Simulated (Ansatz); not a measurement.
# Si3N4 (P6_3/m): the host for defect calculations, part 2 of 2

Aim: the runs on the perfect crystal Si3N4 (P6_3/m) that a defect calculation needs first.

Ansatz 0.2.0; plane-wave PAW DFT, PBEsol; single point of the host's primitive cell on a dense mesh; PAW set soft_1 (the session's first sound run).

So far: Starting point; Primitive cell on a dense mesh; Self-consistent run; Defect free supercell relaxed from its symmetric sites.

### Step 5. Defect free supercell relaxed from displaced atoms

This step: plane-wave PAW DFT, PBEsol; relaxation of the defect-free supercell from random displacements, a test of the host's stability; PAW set soft_1 (Ansatz 0.2.0).

pristine.rattled/input.yaml

```yaml
crystal:
  lattice:
    - [7.6244572548, 0.0, 0.0]
    - [-3.8122286274, 6.6029736727, 0.0]
    - [0.0, 0.0, 8.7307673276]
  atoms:
    - { symbol: Si, position: [0.2324454814, 0.8260559098, 0.25] }
    - { symbol: Si, position: [0.4063895716, 0.2324454814, 0.0833333333] }
    - { symbol: Si, position: [0.8260559098, 0.5936104284, 0.0833333333] }
    - { symbol: Si, position: [0.1739440902, 0.4063895716, 0.25] }
    - { symbol: Si, position: [0.5936104284, 0.7675545186, 0.25] }
    - { symbol: Si, position: [0.7675545186, 0.1739440902, 0.0833333333] }
    - { symbol: "N", position: [0.3333333333, 0.6666666667, 0.25] }
    - { symbol: "N", position: [0.6666666667, 0.3333333333, 0.0833333333] }
    - { symbol: "N", position: [0.9703841152, 0.6699911715, 0.25] }
    - { symbol: "N", position: [0.3003929436, 0.9703841152, 0.0833333333] }
    - { symbol: "N", position: [0.6699911715, 0.6996070564, 0.0833333333] }
    - { symbol: "N", position: [0.3300088285, 0.3003929436, 0.25] }
    - { symbol: "N", position: [0.0296158848, 0.3300088285, 0.0833333333] }
    - { symbol: "N", position: [0.6996070564, 0.0296158848, 0.25] }
    - { symbol: Si, position: [0.2324454814, 0.8260559098, 0.5833333333] }
    - { symbol: Si, position: [0.4063895716, 0.2324454814, 0.4166666667] }
    - { symbol: Si, position: [0.8260559098, 0.5936104284, 0.4166666667] }
    - { symbol: Si, position: [0.1739440902, 0.4063895716, 0.5833333333] }
    - { symbol: Si, position: [0.5936104284, 0.7675545186, 0.5833333333] }
    - { symbol: Si, position: [0.7675545186, 0.1739440902, 0.4166666667] }
    - { symbol: "N", position: [0.3333333333, 0.6666666667, 0.5833333333] }
    - { symbol: "N", position: [0.6666666667, 0.3333333333, 0.4166666667] }
    - { symbol: "N", position: [0.9703841152, 0.6699911715, 0.5833333333] }
    - { symbol: "N", position: [0.3003929436, 0.9703841152, 0.4166666667] }
    - { symbol: "N", position: [0.6699911715, 0.6996070564, 0.4166666667] }
    - { symbol: "N", position: [0.3300088285, 0.3003929436, 0.5833333333] }
    - { symbol: "N", position: [0.0296158848, 0.3300088285, 0.4166666667] }
    - { symbol: "N", position: [0.6996070564, 0.0296158848, 0.5833333333] }
    - { symbol: Si, position: [0.2324454814, 0.8260559098, 0.9166666667] }
    - { symbol: Si, position: [0.4063895716, 0.2324454814, 0.75] }
    - { symbol: Si, position: [0.8260559098, 0.5936104284, 0.75] }
    - { symbol: Si, position: [0.1739440902, 0.4063895716, 0.9166666667] }
    - { symbol: Si, position: [0.5936104284, 0.7675545186, 0.9166666667] }
    - { symbol: Si, position: [0.7675545186, 0.1739440902, 0.75] }
    - { symbol: "N", position: [0.3333333333, 0.6666666667, 0.9166666667] }
    - { symbol: "N", position: [0.6666666667, 0.3333333333, 0.75] }
    - { symbol: "N", position: [0.9703841152, 0.6699911715, 0.9166666667] }
    - { symbol: "N", position: [0.3003929436, 0.9703841152, 0.75] }
    - { symbol: "N", position: [0.6699911715, 0.6996070564, 0.75] }
    - { symbol: "N", position: [0.3300088285, 0.3003929436, 0.9166666667] }
    - { symbol: "N", position: [0.0296158848, 0.3300088285, 0.75] }
    - { symbol: "N", position: [0.6996070564, 0.0296158848, 0.9166666667] }
basis:
  ecutwfc: 420
  xc_grid: 2
hamiltonian:
  xc: pbesol
  pseudopotentials: { kind: paw, azcp: { folder: soft_1 }, xc_functional: pbe }
kpoints:
  mp_grid: { grid: [1, 1, 1], shift: [0.25, 0.25, 0.25] }
scf:
  occupations: { method: fermi_dirac, width: 0.01 }
  max_iter: 80
output:
  forces: true
relax:
  f_tol: 0.01
  max_steps: 120
  random_displacement: { amplitude: 0.08, seed: 4605 }
checkpoint:
  write: "../pristine.rattled.run"
  compress: false
  write_wavefunctions: false
  write_every: 100000
```

On the command line:

```sh
$ ansatz run input.yaml --threads 4 --pin off --max-ram 7536MiB --backend cpu --events-out ev --progress --plain --runs-dir out
```

Numbers of over 12 decimals in the logs are rounded to 6 here.

Log:

```text
[...]
Crystal: 42 atoms, lattice volume = 439.543 Å³
Basis set: ecut = 420 eV, 8663 PW (Γ), exchange–correlation on 108×108×120 points (8 copies of the dense FFT grid, shifted against one another)
Bands: 138, of which v1, the nominal top of the filled ones, is band 96 counted from 1 (95 counted from 0)
Symmetry: 1 space group operations
k-points: 1
[...]
SCF iter   1: F=—  HF=-20350.148717 eV  |F-HF|=—  |Δ(HF+E_count)|=         —  Δρ=1.49e-1  dr2=1.03e2  ethr=3.10e-3  ⟨swp⟩=6.0  Hψ=627  notcnv=0  defer=18
[...]
SCF iter   9: F=-20317.694331 eV  HF=-20317.694330 eV  |F-HF|=9.50e-7  |Δ(HF+E_count)|=   2.46e-5  Δρ=1.86e-5  dr2=1.72e-6  ethr=1.30e-9  ⟨swp⟩=3.0  Hψ=519  notcnv=0
SCF 1 converged in 9 iterations: F = -20317.694331 eV  dr2 = 1.72e-6
[...]
relax step   1: F+E_penalty+E_count = -20317.69433139 eV  Δ(F+E_penalty+E_count) = +0.000e0 eV  max|allowed force component| = 3.846e0 eV/Å  Δτ_max = 0.0000 Å  (9 SCF iters, dr2 threshold 2.50e-6 eV, accepted)
[...]
relax step   2: F+E_penalty+E_count = -20320.37648383 eV  Δ(F+E_penalty+E_count) = -2.682e0 eV  max|allowed force component| = 2.338e0 eV/Å  Δτ_max = 0.0544 Å  (6 SCF iters, dr2 threshold 1.00e-4 eV, accepted)
relax step   3: F+E_penalty+E_count = -20321.67638732 eV  Δ(F+E_penalty+E_count) = -1.300e0 eV  max|allowed force component| = 9.165e-2 eV/Å  Δτ_max = 0.0709 Å  (6 SCF iters, dr2 threshold 1.00e-4 eV, accepted)
relax step   4: F+E_penalty+E_count = -20321.67946089 eV  Δ(F+E_penalty+E_count) = -3.074e-3 eV  max|allowed force component| = 4.475e-2 eV/Å  Δτ_max = 0.0087 Å  (5 SCF iters, dr2 threshold 5.25e-7 eV, accepted)
relax step   5: F+E_penalty+E_count = -20321.68005064 eV  Δ(F+E_penalty+E_count) = -5.898e-4 eV  max|allowed force component| = 1.365e-2 eV/Å  Δτ_max = 0.0042 Å  (5 SCF iters, dr2 threshold 1.25e-7 eV, accepted)
relax step   6: F+E_penalty+E_count = -20321.67995556 eV  Δ(F+E_penalty+E_count) = +9.508e-5 eV  max|allowed force component| = 2.836e-2 eV/Å  Δτ_max = 0.0031 Å  (5 SCF iters, rejected (line search))
relax step   7: F+E_penalty+E_count = -20321.68005064 eV  Δ(F+E_penalty+E_count) = -1.288e-9 eV  max|allowed force component| = 1.366e-2 eV/Å  Δτ_max = 0.0000 Å  (5 SCF iters, accepted)
relax step   8: F+E_penalty+E_count = -20321.67996084 eV  Δ(F+E_penalty+E_count) = +8.980e-5 eV  max|allowed force component| = 2.793e-2 eV/Å  Δτ_max = 0.0031 Å  (5 SCF iters, rejected (line search))
SCF iter   1: F=—  HF=-20321.680495 eV  |F-HF|=—  |Δ(HF+E_count)|=         —  Δρ=1.85e-4  dr2=1.60e-4  ethr=5.85e-7  ⟨swp⟩=2.0  Hψ=269  notcnv=0  defer=36
[...]
SCF iter   5: F=-20321.680116 eV  HF=-20321.680116 eV  |F-HF|=2.61e-9  |Δ(HF+E_count)|=   2.10e-8  Δρ=1.58e-6  dr2=1.57e-8  ethr=5.21e-11  ⟨swp⟩=4.0  Hψ=415  notcnv=0
SCF 9 converged in 5 iterations: F = -20321.680116 eV  dr2 = 1.57e-8
relax step   9: F+E_penalty+E_count = -20321.68011632 eV  Δ(F+E_penalty+E_count) = -6.568e-5 eV  max|allowed force component| = 2.500e-3 eV/Å  Δτ_max = 0.0015 Å  (5 SCF iters, accepted)
SCF converged after 5 iterations
Free energy (F): -20321.680116 eV
[...]
Internal energy: -20321.680116 eV  (E = F + TS)
E sigma→0 (E₀):  -20321.680116 eV
Fermi energy:    10.267260 eV
[...]
--- Forces (eV/Å), atoms counted from 1 ---
  atom   1  Si     0.00043595    -0.00051926    -0.00011607
  atom   2  Si     0.00239932    -0.00082002    -0.00033494
  atom   3  Si     0.00150341     0.00096264     0.00049380
  atom   4  Si    -0.00088511    -0.00214148     0.00041657
  atom   5  Si    -0.00186216     0.00012196     0.00005831
  atom   6  Si     0.00077869     0.00084075     0.00006286
  atom   7  N     -0.00054203     0.00184774    -0.00010647
  atom   8  N     -0.00024854    -0.00146870    -0.00040474
  atom   9  N      0.00022831    -0.00014092    -0.00037572
  atom  10  N     -0.00094161     0.00084954     0.00030537
  atom  11  N     -0.00055160     0.00050500    -0.00106665
  atom  12  N      0.00031584     0.00064178    -0.00100876
  atom  13  N     -0.00011085    -0.00013669    -0.00042290
  atom  14  N      0.00058617    -0.00004520     0.00079391
  atom  15  Si     0.00018695     0.00028586     0.00014505
  atom  16  Si     0.00226501    -0.00053308     0.00015668
  atom  17  Si     0.00099492     0.00116675     0.00062546
  atom  18  Si    -0.00128375    -0.00152293    -0.00061553
  atom  19  Si    -0.00194961     0.00118175    -0.00051226
  atom  20  Si    -0.00077635     0.00031141    -0.00030116
  atom  21  N     -0.00031987     0.00133346     0.00016526
  atom  22  N      0.00075764    -0.00178143    -0.00046947
  atom  23  N      0.00017535    -0.00071251     0.00002179
  atom  24  N     -0.00163351     0.00062014    -0.00015032
  atom  25  N     -0.00001557    -0.00032874     0.00045508
  atom  26  N      0.00041885     0.00059199     0.00038745
  atom  27  N     -0.00036962     0.00023558     0.00025386
  atom  28  N      0.00094958    -0.00038943     0.00005267
  atom  29  Si    -0.00073017    -0.00060587     0.00016413
  atom  30  Si     0.00238868    -0.00081224     0.00058608
  atom  31  Si     0.00113590     0.00174829     0.00007769
  atom  32  Si    -0.00250012    -0.00099561     0.00028771
  atom  33  Si    -0.00136651    -0.00044411     0.00094325
  atom  34  Si    -0.00044624     0.00022086     0.00103613
  atom  35  N      0.00014312     0.00142772    -0.00042088
  atom  36  N      0.00061547    -0.00142608    -0.00085532
  atom  37  N      0.00061212    -0.00035071    -0.00028760
  atom  38  N     -0.00099611     0.00009191    -0.00009639
  atom  39  N      0.00004879    -0.00031827     0.00027215
  atom  40  N      0.00039245     0.00009576     0.00060695
  atom  41  N     -0.00024706    -0.00014782     0.00009135
  atom  42  N      0.00045866     0.00057297    -0.00091384
  max |Σ_I F_I| component: 1.48e-5 eV/Å
--- Relaxed structure (9 steps of the walk, 7 accepted, 0 SCFs on fresh bases) ---
  F+E_penalty+E_count = -20321.68011632 eV   max|allowed force component| = 2.500e-3 eV/Å
  atoms:
    - { symbol: Si, position: [0.233313, 0.828616, 0.250363] }
    - { symbol: Si, position: [0.405717, 0.234573, 0.083766] }
    - { symbol: Si, position: [0.826190, 0.594551, 0.083719] }
    - { symbol: Si, position: [0.173118, 0.408566, 0.250365] }
    - { symbol: Si, position: [0.593590, 0.768538, 0.250325] }
    - { symbol: Si, position: [0.765993, 0.174492, 0.083723] }
    - { symbol: N, position: [0.333624, 0.668779, 0.250368] }
    - { symbol: N, position: [0.665687, 0.334329, 0.083730] }
    - { symbol: N, position: [0.970395, 0.670630, 0.250375] }
    - { symbol: N, position: [0.300167, 0.972961, 0.083738] }
    - { symbol: N, position: [0.670112, 0.700520, 0.083700] }
    - { symbol: N, position: [0.329165, 0.302555, 0.250396] }
    - { symbol: N, position: [0.028914, 0.332491, 0.083712] }
    - { symbol: N, position: [0.699157, 0.030147, 0.250345] }
    - { symbol: Si, position: [0.233312, 0.828609, 0.583696] }
    - { symbol: Si, position: [0.405716, 0.234565, 0.417096] }
    - { symbol: Si, position: [0.826190, 0.594549, 0.417051] }
    - { symbol: Si, position: [0.173119, 0.408558, 0.583701] }
    - { symbol: Si, position: [0.593588, 0.768529, 0.583659] }
    - { symbol: Si, position: [0.766001, 0.174493, 0.417058] }
    - { symbol: N, position: [0.333623, 0.668775, 0.583700] }
    - { symbol: N, position: [0.665685, 0.334329, 0.417064] }
    - { symbol: N, position: [0.970394, 0.670635, 0.583707] }
    - { symbol: N, position: [0.300179, 0.972956, 0.417074] }
    - { symbol: N, position: [0.670123, 0.700535, 0.417027] }
    - { symbol: N, position: [0.329169, 0.302555, 0.583722] }
    - { symbol: N, position: [0.028916, 0.332487, 0.417046] }
    - { symbol: N, position: [0.699153, 0.030144, 0.583681] }
    - { symbol: Si, position: [0.233318, 0.828617, 0.917029] }
    - { symbol: Si, position: [0.405718, 0.234569, 0.750425] }
    - { symbol: Si, position: [0.826189, 0.594545, 0.750388] }
    - { symbol: Si, position: [0.173124, 0.408557, 0.917034] }
    - { symbol: Si, position: [0.593588, 0.768536, 0.916990] }
    - { symbol: Si, position: [0.766001, 0.174490, 0.750388] }
    - { symbol: N, position: [0.333621, 0.668778, 0.917038] }
    - { symbol: N, position: [0.665685, 0.334325, 0.750401] }
    - { symbol: N, position: [0.970395, 0.670638, 0.917042] }
    - { symbol: N, position: [0.300171, 0.972960, 0.750404] }
    - { symbol: N, position: [0.670118, 0.700528, 0.750362] }
    - { symbol: N, position: [0.329180, 0.302565, 0.917054] }
    - { symbol: N, position: [0.028917, 0.332490, 0.750380] }
    - { symbol: N, position: [0.699158, 0.030143, 0.917017] }
```

The job ended after 18 s (4 threads of Arm Neoverse V1, shared host; peak memory 0.64 GiB; 65 s of CPU time).

Relaxation path:

```csv
step,energy less that of the first step (eV),largest force component (eV/Å)
1,0.0000,3.8457
2,-2.6822,2.3376
3,-3.9821,0.0916
4,-3.9851,0.0447
5,-3.9857,0.0136
6,-3.9856,0.0284
7,-3.9857,0.0137
8,-3.9856,0.0279
9,-3.9858,0.0025
```

Relaxation steps 6, 8 were tried and not accepted.

The relaxation ends 95 meV an atom lower than the displaced start, with a largest force component of 0.0025 eV/Å.

### Step 6. Results

* supercell relaxed in its symmetry less the displaced and relaxed one: 0.000 eV
* energy an atom at one point at (¼, ¼, ¼) less that on the dense mesh: -0.005 eV

In words: Step 5: The energy fell by 3.986 eV from the randomly displaced start; against the sites as typed, N13 ends farthest off, by 0.01 Å, once the mean shift is taken out. The displaced cell ends within 0.01 eV of the symmetric one relaxed in its symmetry, so no lower structure shows in this supercell. All at zero temperature.

[Logs are printed without paths, hosts, clocks, repeated set-up lines and the standing remarks that a program may print on its own settings, such as how far it seeks lower states.]

[Hosts, paths, dates, database ids (printed as entryN), source tags and the programs' standing remarks are cut or masked in the printed files.]

[Runs of the host that timed out are not shown.]

[For some hosts the program warned that the k-mesh of the response run may be too coarse for force constants and the static dielectric constant; such warnings are not always shown.]
